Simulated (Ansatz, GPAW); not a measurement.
# ZrSi2P4 monolayer: simulated STM images

Aim: Tersoff-Hamann images of ZrSi2P4 monolayer at several biases.

Method: Ansatz plane waves; layer without images along its normal, relaxation of atoms and in-plane cell, in the first sound run; inputs show where later runs differ, in GPAW 26.7.0 and Ansatz 0.2.0.

**1. The starting structure**

The cell holds 7 atoms: 4 P, 2 Si and 1 Zr. Its edges and angles: a = 3.480 Å, b = 3.480 Å, c = 26.888 Å, α = 90.0°, β = 90.0°, γ = 120.0°. Vacuum lies along c.

**2. Relaxing the atoms**

The atoms are relaxed first, since the surface dipole, and with it the work function, follows the positions of the outer layers.

input.yaml reads:

```yaml
crystal:
  lattice:
    - [3.48, 0.0, 0.0]
    - [-1.74, 3.0137684052, 0.0]
    - [0.0, 0.0, 26.8875290589]
  atoms:
    - { symbol: P, position: [0.0, 0.0, 0.3347276717] }
    - { symbol: Si, position: [0.3333333333, 0.6666666667, 0.3586955766] }
    - { symbol: P, position: [0.3333333333, 0.6666666667, 0.4371706197] }
    - { symbol: Zr, position: [0.0, 0.0, 0.5] }
    - { symbol: P, position: [0.3333333333, 0.6666666667, 0.5628293803] }
    - { symbol: Si, position: [0.3333333333, 0.6666666667, 0.6413044234] }
    - { symbol: P, position: [0.0, 0.0, 0.6652723283] }
  periodic: [true, true, false]
kpoints:
  mp_grid: { grid: [9, 9, 1] }
hamiltonian:
  xc: pbe
scf:
  occupations: { method: fermi_dirac, width: 0.05 }
relax:
  f_tol: 0.01
  max_steps: 90
  cell: {}
```

Launch:

```
$ ansatz run input.yaml --threads 4 --pin off --max-ram 8192MiB --backend cpu --events-out ev --progress --plain --runs-dir out
```

Numbers of over 12 decimals in the logs are rounded to 6 here.

Log:

```text
Warning: crystal.periodic: the lattice vector that does not repeat stood 0.000° off the slab's normal, 26.888 Å along it as the deck builds it. The run solves the slab on a vector along the normal, 41.575 Å long, with every atom where it was (on the deck's vector they left 18.00 Å outside them, and the widest stretch free of ions among them is 2.11 Å). A fractional position that the run reports is one of the run's ce [...]
crystal.periodic: the lattice vector that does not repeat stood 0.000° off the slab's normal, 26.888 Å along it as the deck builds it. The run solves the slab on a vector along the normal, 41.575 Å long, with every atom where it was (on the deck's vector they left 18.00 Å outside them, and the widest stretch free of ions among them is 2.11 Å). A fractional position that the run reports is one of the run's cell, which [...]
Engine: ansatz 0.2.0, x86_64-unknown-linux-gnu
Pseudopotentials: kind: paw
Pseudopotential: P, paw, valence charge 5, recommended cutoff 420 eV (normal), P.paw.azcp
Pseudopotential: Si, paw, valence charge 4, recommended cutoff 420 eV (normal), Si.paw.azcp
Pseudopotential: Zr, paw, valence charge 12, recommended cutoff 420 eV (normal), Zr.paw.azcp
Functional definition: PBE
  parameter kappa = 0.804
  parameter beta = 0.066725
  exchange = pbe_x(kappa = kappa, mu = beta*pi^2/3)
  correlation = pbe_c(beta = beta)
Crystal: 7 atoms, lattice volume = 436.036 Å³
Basis set: ecut = 420 eV, 8497 PW (Γ), exchange–correlation on 48×48×576 points (8 copies of the dense FFT grid, shifted against one another)
Bands: 27, of which v1, the nominal top of the filled ones, is band 20 counted from 1 (19 counted from 0)
Symmetry: 12 space group operations
Space group: P-6m2 (ITA 187), of the structure as read, at distance tolerance 7.6e-5 Å
k-points: 12 of 81 (time reversal used)
Non-local potential: P, projectors of the file, l = 0: 2, l = 1: 2, l = 2: 2
Non-local potential: Si, projectors of the file, l = 0: 2, l = 1: 2, l = 2: 2
Non-local potential: Zr, projectors of the file, l = 0: 3, l = 1: 2, l = 2: 2, l = 3: 2
PAW form: soft (Blöchl's): semilocal exchange-correlation on the pseudo side does not see the compensation charge
PAW one-centre angular grid: P, 110 points (default); XC on 64 Gauss nodes
PAW one-centre angular grid: Si, 110 points (default); XC on 64 Gauss nodes
PAW one-centre angular grid: Zr, 590 points (default); XC on 64 Gauss nodes
Initial density: superposition of atomic densities (neutral atoms: chi_scale 0, normalization atom), corrected by the library's trained network
Initial wavefunctions: pseudopotential atomic-orbital guess
Functional: x = pbe(κ = 0.804, μ = 0.219515), c = pbe(β = 0.066725)
SCF iter   1: F=—  HF=-8478.790722 eV  |F-HF|=—  |Δ(HF+E_count)|=         —  Δρ=3.90e-3  dr2=7.21e-1  ethr=1.77e-3  ⟨swp⟩=14.7  Hψ=2977  notcnv=0  defer=4
preconditioner: auto → LDOS  [insulator: Δε(μ)=0.151 eV  Ē_g=8.152 eV  σ=0.050 eV  W_gap=0.51  n_scr=24 (ndim 8)  ℏωp=10.1 eV  f_vac=0.684  D(μ)=2.13/eV (n_scr^D=12)  ε∞_Penn≈2.5  β→1.0]
SCF iter   2: F=—  HF=-8478.800368 eV  |F-HF|=—  |Δ(HF+E_count)|=   9.65e-3  Δρ=4.19e-3  dr2=1.34e0  ethr=1.77e-3  ⟨swp⟩=3.8  Hψ=633  notcnv=0  defer=16
SCF iter   3: F=—  HF=-8478.723575 eV  |F-HF|=—  |Δ(HF+E_count)|=   7.68e-2  Δρ=9.38e-4  dr2=9.09e-3  ethr=1.77e-3  ⟨swp⟩=2.4  Hψ=448  notcnv=0  defer=16
SCF iter   4: F=—  HF=-8478.725185 eV  |F-HF|=—  |Δ(HF+E_count)|=   1.61e-3  Δρ=3.55e-4  dr2=3.21e-3  ethr=2.27e-5  ⟨swp⟩=4.5  Hψ=895  notcnv=0  defer=9
SCF iter   5: F=—  HF=-8478.724997 eV  |F-HF|=—  |Δ(HF+E_count)|=   1.88e-4  Δρ=1.41e-4  dr2=4.36e-4  ethr=8.04e-6  ⟨swp⟩=2.5  Hψ=513  notcnv=0  defer=9
SCF iter   6: F=—  HF=-8478.724986 eV  |F-HF|=—  |Δ(HF+E_count)|=   1.12e-5  Δρ=4.15e-5  dr2=1.07e-5  ethr=1.09e-6  ⟨swp⟩=3.2  Hψ=554  notcnv=0  defer=9
SCF iter   7: F=—  HF=-8478.725155 eV  |F-HF|=—  |Δ(HF+E_count)|=   1.68e-4  Δρ=1.92e-5  dr2=2.01e-5  ethr=2.68e-8  ⟨swp⟩=3.3  Hψ=757  notcnv=0  defer=9
SCF iter   8: F=—  HF=-8478.725154 eV  |F-HF|=—  |Δ(HF+E_count)|=   3.41e-7  Δρ=1.11e-5  dr2=8.67e-6  ethr=2.68e-8  ⟨swp⟩=1.2  Hψ=324  notcnv=0  defer=9
SCF iter   9: F=—  HF=-8478.725154 eV  |F-HF|=—  |Δ(HF+E_count)|=   5.67e-7  Δρ=6.67e-6  dr2=1.84e-6  ethr=2.17e-8  ⟨swp⟩=2.1  Hψ=386  notcnv=0  defer=9
SCF iter  10: F=—  HF=-8478.725154 eV  |F-HF|=—  |Δ(HF+E_count)|=   1.15e-7  Δρ=3.26e-6  dr2=3.67e-7  ethr=4.60e-9  ⟨swp⟩=2.7  Hψ=567  notcnv=0  defer=9
SCF iter  11: F=-8478.725153 eV  HF=-8478.725154 eV  |F-HF|=6.79e-8  |Δ(HF+E_count)|=   5.30e-8  Δρ=1.09e-6  dr2=7.42e-8  ethr=2.50e-10  ⟨swp⟩=6.8  Hψ=1519  notcnv=0
SCF 1 converged in 11 iterations: F = -8478.725153 eV  dr2 = 7.42e-8
  greatest PAW one-centre occupation: 0.996 electrons in one spin orbital (limit 2), on the Zr atom at site 3 (counted from 0), in its partial waves of l = 0
relax step   1: F+E_penalty+E_count = -8478.72515346 eV  Δ(F+E_penalty+E_count) = +0.000e0 eV  max|allowed force component| = 3.656e0 eV/Å  Δτ_max = 0.0000 Å  P = +20.260 N/m  Ω = 436.036 Å³  fix = [c, alpha, beta]  reactions: c +0.000 N/m  (11 SCF iters, dr2 threshold 1.00e-7 eV, accepted)
Crystal: 7 atoms, lattice volume = 446.562 Å³
Basis set: ecut = 420 eV, 8677 PW (Γ), exchange–correlation on 48×48×576 points (8 copies of the dense FFT grid, shifted against one another)
Initial density: handed on by an earlier stage of this run
Initial wavefunctions: those handed on with the density
iter 1 solved again at ethr=1.05e-3 eV; its pass at ethr=3.10e-3 eV (dr2=4.22e-1 eV) is discarded
SCF iter   1: F=—  HF=-8480.491135 eV  |F-HF|=—  |Δ(HF+E_count)|=         —  Δρ=6.48e-3  dr2=4.04e-1  ethr=1.05e-3  ⟨swp⟩=2.0  Hψ=3094  notcnv=0
preconditioner: auto → LDOS  [insulator: Δε(μ)=0.211 eV  Ē_g=7.979 eV  σ=0.050 eV  W_gap=0.73  n_scr=24 (ndim 8)  ℏωp=9.9 eV  f_vac=0.676  D(μ)=1.38/eV (n_scr^D=8)  ε∞_Penn≈2.6  β→1.0]
SCF iter   2: F=—  HF=-8480.604090 eV  |F-HF|=—  |Δ(HF+E_count)|=   1.13e-1  Δρ=5.75e-3  dr2=9.45e-1  ethr=1.01e-3  ⟨swp⟩=5.6  Hψ=928  notcnv=0  recentre
SCF iter   3: F=—  HF=-8480.420204 eV  |F-HF|=—  |Δ(HF+E_count)|=   1.84e-1  Δρ=2.12e-3  dr2=5.29e-2  ethr=1.01e-3  ⟨swp⟩=4.2  Hψ=823  notcnv=0  defer=14
SCF iter   4: F=—  HF=-8480.411523 eV  |F-HF|=—  |Δ(HF+E_count)|=   8.68e-3  Δρ=3.89e-4  dr2=1.45e-3  ethr=1.32e-4  ⟨swp⟩=3.2  Hψ=672  notcnv=0  defer=14
SCF iter   5: F=—  HF=-8480.411512 eV  |F-HF|=—  |Δ(HF+E_count)|=   1.09e-5  Δρ=9.92e-5  dr2=6.28e-5  ethr=3.63e-6  ⟨swp⟩=3.5  Hψ=653  notcnv=0  defer=14
[...]
SCF iter   3: F=—  HF=-8480.768409 eV  |F-HF|=—  |Δ(HF+E_count)|=   5.37e-2  Δρ=1.42e-3  dr2=5.87e-2  ethr=8.42e-4  ⟨swp⟩=4.2  Hψ=686  notcnv=0  defer=18
SCF iter   4: F=—  HF=-8480.759004 eV  |F-HF|=—  |Δ(HF+E_count)|=   9.40e-3  Δρ=2.96e-4  dr2=1.48e-3  ethr=1.47e-4  ⟨swp⟩=3.1  Hψ=647  notcnv=0  defer=19
SCF iter   5: F=—  HF=-8480.758900 eV  |F-HF|=—  |Δ(HF+E_count)|=   1.04e-4  Δρ=8.17e-5  dr2=3.22e-5  ethr=3.69e-6  ⟨swp⟩=3.1  Hψ=580  notcnv=0  defer=19
SCF iter   6: F=—  HF=-8480.759011 eV  |F-HF|=—  |Δ(HF+E_count)|=   1.11e-4  Δρ=2.39e-5  dr2=2.37e-6  ethr=8.05e-8  ⟨swp⟩=3.2  Hψ=699  notcnv=0  defer=19
SCF iter   7: F=-8480.759014 eV  HF=-8480.759014 eV  |F-HF|=2.97e-7  |Δ(HF+E_count)|=   2.65e-6  Δρ=7.68e-6  dr2=3.20e-7  ethr=1.75e-9  ⟨swp⟩=7.0  Hψ=1653  notcnv=0
SCF 3 converged in 7 iterations: F = -8480.759014 eV  dr2 = 3.20e-7
relax step   3: F+E_penalty+E_count = -8480.75901431 eV  Δ(F+E_penalty+E_count) = -3.473e-1 eV  max|allowed force component| = 3.486e-1 eV/Å  Δτ_max = 0.1961 Å  P = +2.101 N/m  Ω = 460.333 Å³  energy of the carried Pulay correction = -1.075e-3 eV  fix = [c, alpha, beta]  reactions: c +0.000 N/m  (7 SCF iters, dr2 threshold 7.00e-7 eV, accepted)
[...]
relax step   4: F+E_penalty+E_count = -8480.79353012 eV  Δ(F+E_penalty+E_count) = -3.452e-2 eV  max|allowed force component| = 1.616e-1 eV/Å  Δτ_max = 0.0647 Å  P = -0.017 N/m  Ω = 474.800 Å³  energy of the carried Pulay correction = -1.687e-3 eV  fix = [c, alpha, beta]  reactions: c -0.000 N/m  (7 SCF iters, dr2 threshold 7.00e-7 eV, accepted)
[...]
relax step   5: F+E_penalty+E_count = -8480.79561715 eV  Δ(F+E_penalty+E_count) = -2.087e-3 eV  max|allowed force component| = 2.832e-2 eV/Å  Δτ_max = 0.0120 Å  P = +0.029 N/m  Ω = 475.436 Å³  energy of the carried Pulay correction = -1.714e-3 eV  fix = [c, alpha, beta]  reactions: c +0.000 N/m  (6 SCF iters, dr2 threshold 7.00e-7 eV, accepted)
[...]
relax step   6: F+E_penalty+E_count = -8480.79570766 eV  Δ(F+E_penalty+E_count) = -9.051e-5 eV  max|allowed force component| = 3.655e-3 eV/Å  Δτ_max = 0.0038 Å  P = -0.005 N/m  Ω = 475.352 Å³  energy of the carried Pulay correction = -1.710e-3 eV  fix = [c, alpha, beta]  reactions: c -0.000 N/m  (6 SCF iters, dr2 threshold 5.01e-8 eV, accepted)
[...]
relax step   7: F+E_penalty+E_count = -8480.79892481 eV  Δ(F+E_penalty+E_count) = -3.217e-3 eV  max|allowed force component| = 3.998e-3 eV/Å  Δτ_max = 0.0000 Å  P = +0.057 N/m  Ω = 475.352 Å³  fix = [c, alpha, beta]  reactions: c +0.000 N/m  stress off target by 5.68e-2 N/m on what of the cell is left free  SCF on the basis re-selected at this cell (its energy is not comparable with the rows above)  (6 SCF iters)
[...]
relax step   8: F+E_penalty+E_count = -8480.79892812 eV  Δ(F+E_penalty+E_count) = -3.313e-6 eV  max|allowed force component| = 3.428e-4 eV/Å  Δτ_max = 0.0012 Å  P = -0.004 N/m  Ω = 475.714 Å³  energy of the carried Pulay correction = -1.336e-5 eV  fix = [c, alpha, beta]  reactions: c -0.000 N/m  (6 SCF iters, dr2 threshold 2.26e-9 eV, accepted)
iter 1 solved again at ethr=2.28e-7 eV; its pass at ethr=3.10e-3 eV (dr2=9.12e-5 eV) is discarded
SCF iter   1: F=—  HF=-8480.798800 eV  |F-HF|=—  |Δ(HF+E_count)|=         —  Δρ=1.06e-6  dr2=3.57e-9  ethr=2.28e-7  ⟨swp⟩=5.5  Hψ=4291  notcnv=0
eigensolver tolerance schedule: the retry pair's looser diagonalisation over-reported the residual by 25544.66 of it (diagonalisation noise at an unbounded share of the residual, at the tolerance the schedule requests for it); recorded, not acted on — ethr = c·dr2/N_el stays at c = 1.0e-1
SCF iter   2: F=—  HF=-8480.798942 eV  |F-HF|=—  |Δ(HF+E_count)|=   1.42e-4  Δρ=1.18e-6  dr2=1.72e-8  ethr=8.92e-12  ⟨swp⟩=6.2  Hψ=1392  notcnv=0
SCF iter   3: F=—  HF=-8480.798942 eV  |F-HF|=—  |Δ(HF+E_count)|=   2.63e-9  Δρ=5.48e-7  dr2=1.02e-9  ethr=8.92e-12  ⟨swp⟩=2.6  Hψ=552  notcnv=0
SCF iter   4: F=—  HF=-8480.798942 eV  |F-HF|=—  |Δ(HF+E_count)|=   4.75e-8  Δρ=3.45e-7  dr2=5.18e-10  ethr=2.56e-12  ⟨swp⟩=3.1  Hψ=584  notcnv=0
SCF iter   5: F=—  HF=-8480.798942 eV  |F-HF|=—  |Δ(HF+E_count)|=   4.70e-8  Δρ=1.37e-7  dr2=1.07e-10  ethr=1.29e-12  ⟨swp⟩=2.8  Hψ=565  notcnv=0
SCF iter   6: F=—  HF=-8480.798942 eV  |F-HF|=—  |Δ(HF+E_count)|=  2.60e-10  Δρ=1.09e-7  dr2=4.95e-11  ethr=1.00e-12  ⟨swp⟩=1.8  Hψ=457  notcnv=0
SCF iter   7: F=-8480.798942 eV  HF=-8480.798942 eV  |F-HF|=5.38e-10  |Δ(HF+E_count)|=  3.18e-10  Δρ=3.05e-8  dr2=3.05e-12  ethr=1.00e-12  ⟨swp⟩=8.0  Hψ=2140  notcnv=0
SCF 9 converged in 7 iterations: F = -8480.798942 eV  dr2 = 3.05e-12
relax step   9: F+E_penalty+E_count = -8480.79894190 eV  Δ(F+E_penalty+E_count) = -1.378e-5 eV  max|allowed force component| = 3.562e-4 eV/Å  Δτ_max = 0.0000 Å  P = -0.003 N/m  Ω = 475.714 Å³  fix = [c, alpha, beta]  reactions: c -0.000 N/m  stress off target by 3.48e-3 N/m on what of the cell is left free  SCF on the basis re-selected at this cell (its energy is not comparable with the rows above)  (7 SCF iters)
basis re-selected at this cell: Δ(F+E_penalty+E_count) = -1.378e-5 eV, ΔP = +0.000 N/m vs the last step (what re-selecting the basis moved, of the pressure what is left beyond the Pulay correction that the steps carried, after the strain that the cell walked since its last selection, with what the two solves' SCF thresholds leave and, on support functions, any second-order correction that the steps lacked; it is no m [...]
SCF converged after 7 iterations
Free energy (F): -8480.798942 eV
Harris-Foulkes:  -8480.798942 eV  (|F-HF|=5.38e-10)
Internal energy: -8480.788159 eV  (E = F + TS)
E sigma→0 (E₀):  -8480.793550 eV
Entropy (-TS):   -0.010783 eV (-1.540 meV/atom)
Fermi energy:    -5.584161 eV
--- Per-component energies (eV) ---
  E_band       = -635.934909
  E_kinetic    = 695.229887
  E_local      = -87959.660703  (includes V_loc(G=0)·N_el)
  E_nonlocal   = 265.346802
  E_hartree    = 43502.847892
  E_xc         = -518.165223
  E_vxc        = -527.558240  (∫ρ·V_xc dr)
  E_paw        = -6256.547420  (= ΣΔE_a)
  E_vpaw       = -114.988578  (= ΣTr[D̂ρ^β])
  E_aug_tail   = 0.000050  (compensation charges beyond the density's cutoff)
  E_ewald      = 41790.160557
  E_smearing   = -0.010783  (= −TS)
  E_closure    = -0.000000  (closes the sum)
  Σ components = -8480.798942   (vs F -8480.798942, Δ=0.00e0)
--- Forces (eV/Å), atoms counted from 1 ---
  atom   1  P      0.00000000    -0.00000000    -0.00033251
  atom   2  Si    -0.00000000     0.00000000     0.00024059
  atom   3  P     -0.00000000    -0.00000000     0.00035622
  atom   4  Zr     0.00000000    -0.00000000     0.00000000
  atom   5  P     -0.00000000    -0.00000000    -0.00035622
  atom   6  Si     0.00000000     0.00000000    -0.00024059
  atom   7  P      0.00000000    -0.00000000     0.00033251
  max |Σ_I F_I| component: 5.92e-16 eV/Å
--- 2D stress c σ (N/m, compression-positive) ---
       -0.003477      -0.000000      -0.000000
       -0.000000      -0.003477      -0.000000
       -0.000000      -0.000000      -0.000000
  P = ½ c Tr σ = -0.0035 N/m
--- Relaxed structure (7 steps of the walk, 7 accepted, 2 SCFs on fresh bases) ---
  F+E_penalty+E_count = -8480.79894190 eV   max|allowed force component| = 3.562e-4 eV/Å   (the final SCF, on the basis selected at the relaxed cell)
  cell:  # Å, volume = 475.7141 Å³
    - [3.634890, 0, 0]
    - [-1.817445, 3.147907, 0]
    - [0, 0, 41.575058]
  atoms:
    - { symbol: P, position: [1.2331780188809702e-17, -4.9846748047362195e-17, 0.208522] }
    - { symbol: Si, position: [0.333333, 0.666667, 0.231937] }
    - { symbol: P, position: [0.333333, 0.666667, 0.286016] }
    - { symbol: Zr, position: [1.0573552618554981e-17, -4.9846748047362195e-17, 0.323361] }
    - { symbol: P, position: [0.333333, 0.666667, 0.360707] }
    - { symbol: Si, position: [0.333333, 0.666667, 0.414786] }
    - { symbol: P, position: [8.815325048300297e-18, -4.9846748047362195e-17, 0.438200] }
```

Run time: 41 s. Hardware: 4 threads of Intel Xeon Platinum 8488C (Sapphire Rapids), shared host; peak memory 0.89 GiB.

The steps of the relaxation:

```csv
step,energy less that of the first step (eV),largest force component (eV/Å),volume (Å³)
1,0.0000,3.6560,436.04
2,-1.6866,1.4453,446.56
3,-2.0339,0.3486,460.33
4,-2.0684,0.1616,474.80
5,-2.0705,0.0283,475.44
6,-2.0706,0.0037,475.35
7*,-2.0738,0.0040,475.35
8,-2.0738,0.0003,475.71
9*,-2.0738,0.0004,475.71
```

Relaxation steps marked * repeat the geometry before them on a plane-wave basis chosen anew for their cell, so energy and pressure can jump there.

The run keeps the 12 symmetry operations that it works with, so distortions that break them were not tested.

```csv
cell as run,before,after,change
a (Å),3.480,3.635,+4.5 %
b (Å),3.480,3.635,+4.5 %
```

The atoms that moved most (Å, along periodic axes as changes of fractional coordinates times the final cell, across vacuum about the mean position):

```csv
atom,dx,dy,dz,length
P7,0.000,0.000,0.331,0.331
P1,0.000,0.000,-0.331,0.331
P5,0.000,0.000,-0.137,0.137
P3,0.000,0.000,0.137,0.137
```

This step gave:

* free energy: -8480.7989 eV
* smearing term TS: 0.01078 eV
* gap by band count: 0.06260 eV
* symmetry operations: 12

The relaxation lowered the energy of the cell by 2.07 eV.

(Continued in part 2 of 3.)

[Logs are printed without paths, hosts, clocks, repeated set-up lines and the standing remarks that a program may print on its own settings, such as how far it seeks lower states.]

[Hosts, paths, dates, database ids (printed as entryN), source tags and the programs' standing remarks are cut or masked in the printed files.]
